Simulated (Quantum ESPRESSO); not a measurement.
**KMnF3: which magnetic order is lowest**

Wanted: the moments of KMnF3 and the energy of each order that was tried.

Program: Quantum ESPRESSO 7.5. Level of theory: LDA with U = 4 eV on Mn d (ortho-atomic projectors); plane waves with GBRV 1.5 LDA potentials, no spin-orbit coupling. Results are calculated unless marked as measured.

This is a report of a sequence of runs, with most program output left out.

**1. The starting structure**

It takes space group Pm-3m (No. 221, cubic). Conventional cell: a = 4.189 Å, b = 4.189 Å, c = 4.189 Å, α = 90.00°, β = 90.00°, γ = 90.00°. Nearest to K lie 12 F at 2.96 Å. Nearest to Mn lie 6 F at 2.09 Å. Nearest to F lie 2 Mn at 2.09 Å and 4 K at 2.96 Å. Farther neighbours and most contacts between anions are not listed.

The cell comes from the Crystallography Open Database.

**2. Run 1, typed as ferro +**

The signs are those of the starting moments on the seeded atoms, the atoms that are given a moment.

pw.in reads:

```
&CONTROL
  calculation = 'scf'
  prefix = 'pwscf'
  outdir = './tmp'
  pseudo_dir = './pseudo'
  disk_io = 'nowf'
/
&SYSTEM
  ibrav = 0
  celldm(1) = 8
  nat = 5
  ntyp = 3
  ecutwfc = 40
  ecutrho = 280
  nbnd = 34
  occupations = 'smearing'
  smearing = 'fd'
  degauss = 0.00367493
  nspin = 2
  starting_magnetization(1) = 0
  starting_magnetization(2) = 0.3
  starting_magnetization(3) = 0
/
&ELECTRONS
  conv_thr = 1d-08
  electron_maxstep = 150
  mixing_beta = 0.3
/
ATOMIC_SPECIES
K      39.0983 k_lda_v1.4.uspp.F.UPF
Mn     54.9380 mn_lda_v1.5.uspp.F.UPF
F      18.9984 f_lda_v1.4.uspp.F.UPF
CELL_PARAMETERS alat
   0.9895787067368    0.0000000000000    0.0000000000000
   0.0000000000000    0.9895787067368    0.0000000000000
   0.0000000000000    0.0000000000000    0.9895787067368
ATOMIC_POSITIONS crystal
K       0.5000000000    0.5000000000    0.5000000000
Mn      0.0000000000    0.0000000000    0.0000000000
F       0.5000000000    0.0000000000    0.0000000000
F       0.0000000000    0.5000000000    0.0000000000
F       0.0000000000    0.0000000000    0.5000000000
K_POINTS automatic
6 6 6 0 0 0
HUBBARD {ortho-atomic}
U Mn-3d 4.0000
```

Command:

```sh
> OMP_NUM_THREADS=1 mpirun -n 4 pw.x -nk 4 -in pw.in > pw.out
```

Wall time 10 s (4 MPI ranks of AMD EPYC 9R14 (Zen 4), shared host); peak memory 0.49 GiB.

Spin moment in the atom's sphere by atom:

```csv
atom,spin moment in the atom's sphere (μB)
K1,0.00
Mn2,4.20
F3,0.06
F4,0.06
F5,0.06
```

Numbers from this step:

```
smearing term TS       : 9.85e-12 eV
magnetization          : 5 μB
absolute magnetization : 5.003 μB
final state            : ferromagnetic
```

**3. Run 2 (antiferro q=(0,1/2,1/2) +−)**

The cell is doubled to 10 atoms to hold this order. The wavevector q is in fractions of the reciprocal vectors of the crystal's primitive cell, as the cells of these inputs are built from it; moments change sign between cells as cos(2π q·R).

pw.in reads:

```
&CONTROL
  calculation = 'scf'
  prefix = 'pwscf'
  outdir = './tmp'
  pseudo_dir = './pseudo'
  disk_io = 'nowf'
/
&SYSTEM
  ibrav = 0
  celldm(1) = 8
  nat = 10
  ntyp = 4
  ecutwfc = 40
  ecutrho = 280
  nbnd = 59
  occupations = 'smearing'
  smearing = 'fd'
  degauss = 0.00367493
  nspin = 2
  starting_magnetization(1) = 0
  starting_magnetization(2) = 0.3
  starting_magnetization(3) = -0.3
  starting_magnetization(4) = 0
/
&ELECTRONS
  conv_thr = 2d-08
  electron_maxstep = 150
  mixing_beta = 0.3
/
ATOMIC_SPECIES
K      39.0983 k_lda_v1.4.uspp.F.UPF
Mn1    54.9380 mn_lda_v1.5.uspp.F.UPF
Mn2    54.9380 mn_lda_v1.5.uspp.F.UPF
F      18.9984 f_lda_v1.4.uspp.F.UPF
CELL_PARAMETERS alat
   0.9895787067368    0.0000000000000    0.0000000000000
   0.0000000000000    1.9791574134737    0.0000000000000
   0.0000000000000    0.9895787067368    0.9895787067368
ATOMIC_POSITIONS crystal
K       0.5000000000    0.0000000000    0.5000000000
K       0.5000000000    0.5000000000    0.5000000000
Mn1     0.0000000000    0.0000000000    0.0000000000
Mn2     0.0000000000    0.5000000000    0.0000000000
F       0.5000000000    0.0000000000    0.0000000000
F       0.5000000000    0.5000000000    0.0000000000
F       0.0000000000    0.2500000000    0.0000000000
F       0.0000000000    0.7500000000    0.0000000000
F       0.0000000000    0.7500000000    0.5000000000
F       0.0000000000    0.2500000000    0.5000000000
K_POINTS automatic
6 3 6 0 0 0
HUBBARD {ortho-atomic}
U Mn1-3d 4.0000
U Mn2-3d 4.0000
```

It took 59 s on 4 MPI ranks; peak memory 0.92 GiB; 3.9 min of CPU time.

Spin moment in the atom's sphere by atom:

```csv
atom,spin moment in the atom's sphere (μB)
K1,0.00
K2,0.00
Mn3,4.19
Mn4,-4.19
F5,0.06
F6,-0.06
F7,0.00
F8,0.00
F9,0.00
F10,0.00
```

This step gave:

```
smearing term TS       : 4.68e-14 eV
magnetization          : 0 μB
absolute magnetization : 9.733 μB
final state            : antiferromagnetic
```

**4. Run 3, typed as antiferro q=(1/2,1/2,1/2) +−**

This order needs a doubled cell of 10 atoms.

pw.in reads:

```
&CONTROL
  calculation = 'scf'
  prefix = 'pwscf'
  outdir = './tmp'
  pseudo_dir = './pseudo'
  disk_io = 'nowf'
/
&SYSTEM
  ibrav = 0
  celldm(1) = 8
  nat = 10
  ntyp = 4
  ecutwfc = 40
  ecutrho = 280
  nbnd = 59
  occupations = 'smearing'
  smearing = 'fd'
  degauss = 0.00367493
  nspin = 2
  starting_magnetization(1) = 0
  starting_magnetization(2) = 0.3
  starting_magnetization(3) = -0.3
  starting_magnetization(4) = 0
/
&ELECTRONS
  conv_thr = 2d-08
  electron_maxstep = 150
  mixing_beta = 0.3
/
ATOMIC_SPECIES
K      39.0983 k_lda_v1.4.uspp.F.UPF
Mn1    54.9380 mn_lda_v1.5.uspp.F.UPF
Mn2    54.9380 mn_lda_v1.5.uspp.F.UPF
F      18.9984 f_lda_v1.4.uspp.F.UPF
CELL_PARAMETERS alat
   1.9791574134737    0.0000000000000    0.0000000000000
   0.9895787067368    0.9895787067368    0.0000000000000
   0.9895787067368    0.0000000000000    0.9895787067368
ATOMIC_POSITIONS crystal
K       0.7500000000    0.5000000000    0.5000000000
K       0.2500000000    0.5000000000    0.5000000000
Mn1     0.0000000000    0.0000000000    0.0000000000
Mn2     0.5000000000    0.0000000000    0.0000000000
F       0.2500000000    0.0000000000    0.0000000000
F       0.7500000000    0.0000000000    0.0000000000
F       0.7500000000    0.5000000000    0.0000000000
F       0.2500000000    0.5000000000    0.0000000000
F       0.7500000000    0.0000000000    0.5000000000
F       0.2500000000    0.0000000000    0.5000000000
K_POINTS automatic
3 6 6 0 0 0
HUBBARD {ortho-atomic}
U Mn1-3d 4.0000
U Mn2-3d 4.0000
```

It took 28 s on 4 MPI ranks; peak memory 0.71 GiB; 1.8 min of CPU time.

Spin moment in the atom's sphere by atom:

```csv
atom,spin moment in the atom's sphere (μB)
K1,0.00
K2,0.00
Mn3,4.18
Mn4,-4.18
F5,0.00
F6,0.00
F7,0.00
F8,0.00
F9,0.00
F10,0.00
```

This step gave:

| Item | Value |
| --- | --- |
| smearing term TS | 1.07e-15 eV |
| magnetization | 0 μB |
| absolute magnetization | 9.607 μB |
| final state | antiferromagnetic |

**5. Energies of the orders**

An order is kept where moments of 0.15 μB or more survive with the typed signs; meshes match where a doubled cell samples the same k points as the first cell.

Orders:

```csv
start,final state,typed order kept,energy over the lowest (meV a seeded atom),largest site moment (μB),net moment (μB a cell of the first run),mesh matched,CPU time (s)
ferro +,ferromagnetic,yes,36.45,4.203,5,yes,39.26
"antiferro q=(0,1/2,1/2) +-",antiferromagnetic,yes,11.12,4.186,0,yes,236.8
"antiferro q=(1/2,1/2,1/2) +-",antiferromagnetic,yes,0,4.179,0,yes,109.4
```

**6. A Heisenberg model**

E = −Σ J e·e over ordered pairs of unit vectors, so each pair counts twice. As many shells are taken as there are differences of energy, so the couplings are solved for and no residual tests the model; further shells are folded in, and shells whose pairs keep their relative signs in all orders cancel and are not probed. Couplings from the energies:

```csv
pair,distance (Å),neighbours an atom,J (meV)
Mn-Mn,4.189,6,-3.037
Mn-Mn,5.925,12,-0.06451
```

**7. Occupations of the corrected shells in the lowest state**

Occupations of the Hubbard shells:

```csv
block,type,shell,spin,electrons,occupation numbers
3,Mn1,3d,up,4.982,0.993 0.993 0.998 0.998 0.998
3,Mn1,3d,down,0.2433,0.027 0.027 0.027 0.081 0.081
4,Mn2,3d,up,0.2433,0.027 0.027 0.027 0.081 0.081
4,Mn2,3d,down,4.982,0.993 0.993 0.998 0.998 0.998
```

**8. What came out**

| Quantity | Value |
| --- | --- |
| lowest state found | antiferromagnetic (from antiferro q=(1/2,1/2,1/2) +-) |
| largest site moment | 4.18 μB |
| next state with moments | antiferromagnetic, 11.1 meV a seeded atom higher |
| J of the weightiest shell (Mn-Mn, 4.19 Å; E = −Σ J e·e, ordered pairs) | -3.04 meV |

In words: The largest moment changes by 0.58 % between the kept orders, as for well localised moments. This is the lowest of 3 collinear or spinless starts, no proof of the ground state.

[Logs and program files are shortened in this print: banners, set-up blocks, solver, clock and traceback lines can be left out without a mark of their own.]

[Logs are printed without paths, hosts, clocks, repeated set-up lines and the standing remarks that a program may print on its own settings, such as how far it seeks lower states.]

[Hosts, paths, dates, database ids (printed as entryN), source tags and the programs' standing remarks are cut or masked in the printed files.]

[Where a cell is said to come from a database of computed structures, the database is the Materials Project.]
